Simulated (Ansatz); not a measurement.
# Cu (Fm-3m): phonon-mediated transition temperature, part 2 of 2

Aim: the phonon-mediated transition temperature of Cu (Fm-3m) at ambient pressure, over a range of μ*. The cell shown first is a relaxed one, from steps not shown here.

Ansatz 0.2.0; DFT PBE, scalar-relativistic, plane waves, PAW; PAW set soft_1.

So far, log mean phonon energy ħω_log (meV): step 2 (coupling and resistivity: q 6×6×6, k 18×18×18, scattering …) 17.9; step 3 (k-mesh 24×24×24, scattering mesh 36×36×36) 17.9.

## 4. Coupling and resistivity: q 9×9×9, k 27×27×27, scattering 48×48×48

The next rung changes the q mesh, which sets the reach of the force constants and couplings; the k mesh of the density and its response; the scattering mesh, which samples the Fermi surface.

The input, input.yaml:

```yaml
crystal:
  lattice:
    - [0.0, 1.8145812382, 1.8145812382]
    - [1.8145812382, 0.0, 1.8145812382]
    - [1.8145812382, 1.8145812382, 0.0]
  atoms:
    - { symbol: Cu, position: [0.0, 0.0, 0.0] }
kpoints:
  mp_grid: { grid: [27, 27, 27] }
hamiltonian:
  xc: pbe
  pseudopotentials: { kind: paw, azcp: { folder: soft_1 } }
scf:
  occupations: { method: methfessel_paxton, width: 0.2 }
output:
  eigenvalues: true
phonons:
  method: dfpt
  qmesh: [9, 9, 9]
  temperatures: { t_max: 1000, t_step: 50 }
  qpath:
    path:
      - [[0.0, 0.0, 0.0], [0.5, 0.0, 0.5], [0.625, 0.25, 0.625]]
      - [[0.375, 0.375, 0.75], [0.0, 0.0, 0.0], [0.5, 0.5, 0.5], [0.5, 0.25, 0.75], [0.5, 0.0, 0.5]]
    npoints: 6
  electrical_resistivity:
    mesh: [48, 48, 48]
    temperatures: [20.0, 50.0, 80.0, 100.0, 150.0, 200.0, 273.0, 300.0, 400.0, 500.0, 600.0, 800.0]
  superconductivity: { mesh: [48, 48, 48] }
```

Started as:

```
> ansatz run input.yaml --threads 16 --pin off --max-ram 92160MiB --backend cuda --events-out ev --progress --plain --runs-dir out --max-vram 78GiB
```

Numbers of over 12 decimals in the logs are rounded to 6 here.

Output:

```text
[...]
Crystal: 1 atoms, lattice volume = 11.950 Å³
Basis set: ecut = 420 eV, 259 PW (Γ), exchange–correlation on 36×36×36 points (8 copies of the dense FFT grid, shifted against one another)
Bands: 14, of which v1, the nominal top of the filled ones, is band 10 counted from 1 (9 counted from 0)
Symmetry: 48 space group operations
k-points: 560 of 19683
[...]
SCF iter   1: F=—  HF=-6626.091067 eV  |F-HF|=—  |Δ(HF+E_count)|=         —  Δρ=2.66e-1  dr2=5.07e0  ethr=3.10e-3  ⟨swp⟩=4.2  Hψ=35624  notcnv=0
[...]
SCF iter   2: F=—  HF=-6625.197295 eV  |F-HF|=—  |Δ(HF+E_count)|=   8.94e-1  S|Δr|=    0.00e0  Δρ=3.51e-2  dr2=1.13e-1  ethr=3.10e-3  ⟨swp⟩=2.8  Hψ=19383  notcnv=0  defer=16
[...]
SCF iter   8: F=-6625.182993 eV  HF=-6625.182993 eV  |F-HF|=1.82e-12  |Δ(HF+E_count)|=  2.64e-11  S|Δr|=    0.00e0  Δρ=4.61e-8  dr2=1.96e-13  ethr=1.00e-12  ⟨swp⟩=5.1  Hψ=30283  notcnv=0
SCF 1 converged in 8 iterations: F = -6625.182993 eV  dr2 = 1.96e-13
[...]
SCF 2 converged in 8 iterations: F = -6625.182993 eV  dr2 = 2.09e-13
[...]
SCF converged after 8 iterations
[...]
not converged in the mesh (λ_tr; the resistivity at 20 K by 3.62 %): between neighbouring meshes, the two finest first, λ moves by 0.11 % and 1.55 %, λ_tr by 1.90 % and 3.50 % and the resistivity by up to 3.62 % and 2.06 %; an estimate, no bound, puts it up to 8.7e-7 % above the Boltzmann equation's exact value after up to 7 iterations (at most 30 are made, fewer where the estimate is under 1.0e-6 % of each spin channel's own resistivity)
  vibrations of 729 cells: unjudged by the run; compare a larger repeat
[...]
--- Superconductivity: potentials and phonons of a 9×9×9 supercell ---
           mesh         λ    ħω_log (meV)  μ* declared at (meV)
       48×48×48    0.1261          17.989               19.936
       24×24×24    0.1259          17.979               19.912
       12×12×12    0.1240          17.948               19.836
  λ by the species' shares of the modes' patterns: Cu 0.1261
[...]
0.08      0.000         0.000    none_found    none_found    none_found    none_found     none_found
      0.10      0.000         0.000    none_found    none_found    none_found    none_found     none_found
      0.12          -             -    none_found    none_found    none_found    none_found     none_found
      0.13          -             -    none_found    none_found    none_found    none_found     none_found
      0.14          -             -    none_found    none_found    none_found    none_found     none_found
      0.16          -             -    none_found    none_found    none_found    none_found     none_found
      0.20          -             -    none_found    none_found    none_found    none_found     none_found
  none_found: no transition down to 0.1 K
[...]
vibrations of 729 cells: unjudged by the run; compare a larger repeat
[...]
```

Run time: 5.2 min. Hardware: 1 × NVIDIA GB200 with 16 threads of Arm Neoverse V2, shared host; peak memory 11 GiB; 37 min of CPU time.

This step gave:

```yaml
zero_point_energy: 0.03010 eV/cell
highest_frequency_solved_or_plainly_interpolated: 243 cm⁻¹
resistivity_at_300_k: 1.806 μΩ cm
coupling_constant_lambda: 0.1261
density_of_states_at_the_fermi_level: 0.1535 states/eV a spin and cell
log_mean_phonon_energy_omega_log: 17.99 meV
transport_coupling_constant_lambda_tr: 0.1278, 0.1278, 0.1278 (xx, yy, zz)
drude_plasma_energy: 8.89, 8.89, 8.89 eV (xx, yy, zz)
resistivity_times_mean_free_path: 6.751, 6.751, 6.751 × 10⁻¹⁶ Ω m² (xx, yy, zz)
second_moment_phonon_energy_omega: 19.94 meV
coupling_lambda_by_branch: 0.0451, 0.0479, 0.0331 (branches by rank of frequency)
```

An empty cell: under 1 mK by a formula, or no transition down to the floor of the Eliashberg search. Transition temperatures:

```tsv
μ*	McMillan Tc (K)	Allen–Dynes Tc (K)
0.08	-	-
0.1	-	-
0.12	-	-
0.13	-	-
0.14	-	-
0.16	-	-
0.2	-	-
```

Eliashberg function α²F against phonon energy; read off at these points:

```tsv
phonon energy (meV)	α²F	α²F tr
1.0	7.5e-5	0
2.0	3.0e-4	0
3.0	6.3e-4	1.0e-4
4.0	0.00105	2.0e-4
5.0	0.00168	4.0e-4
6.0	0.00251	8.1e-4
7.0	0.00368	0.00166
8.0	0.00521	0.00286
9.0	0.00719	0.00487
10.0	0.0102	0.00896
11.0	0.0145	0.0152
12.0	0.0200	0.0234
13.0	0.0282	0.0352
14.0	0.0456	0.0604
15.0	0.0615	0.0902
16.0	0.0613	0.0844
17.0	0.0651	0.0838
18.0	0.0756	0.0924
19.0	0.0949	0.110
20.0	0.109	0.116
21.0	0.0578	0.0530
22.0	0.0641	0.0494
23.0	0.0639	0.0441
24.0	0.0563	0.0354
25.0	0.0233	0.0158
26.0	0.0688	0.0457
26.7	0.115	0.0789
27.0	0.114	0.0816
27.6	0.113	0.0894
28.0	0.0872	0.0729
29.0	0.0415	0.0380
```

Twice the integral of α²F/ω over this curve gives λ = 0.13, half of it from below 19.2 meV. The most distinct maxima of the Eliashberg function α²F (α²F) lie at 20.1 and 26.7 meV, the highest at 26.7 meV.

## 5. Summary of results

```
meshes                        : q 9×9×9, k 27×27×27, scattering 48×48×48
coupling constant λ           : 0.126
log mean phonon energy ħω_log : 18.0 meV
```

**Reading.** In the last run (PBE, q 9×9×9, k 27×27×27, scattering 48×48×48), with λ = 0.13 and ħω_log = 18.0 meV, Tc at μ* = 0.13 is under 1 mK by the formulas. Wikipedia's list of superconducting elements holds no transition of Cu at normal pressure, in line with the calculation. In that run Allen and Dynes's formula gives no transition above 0.05 K at μ* = 0.10 or more. The run's transport test calls it not converged in the mesh. Over the runs, λ takes the values 0.127, 0.128 and 0.126, in the order shown. μ* is a typed number, phonons are harmonic, and spin fluctuations are left out; with λ this near or under μ*(1 + 0.62 λ), the formulas give Tc only to its order of magnitude, or none.

[Logs are printed without paths, hosts, clocks, repeated set-up lines and the standing remarks that a program may print on its own settings, such as how far it seeks lower states.]

[Hosts, paths, dates, database ids (printed as entryN), source tags and the programs' standing remarks are cut or masked in the printed files.]
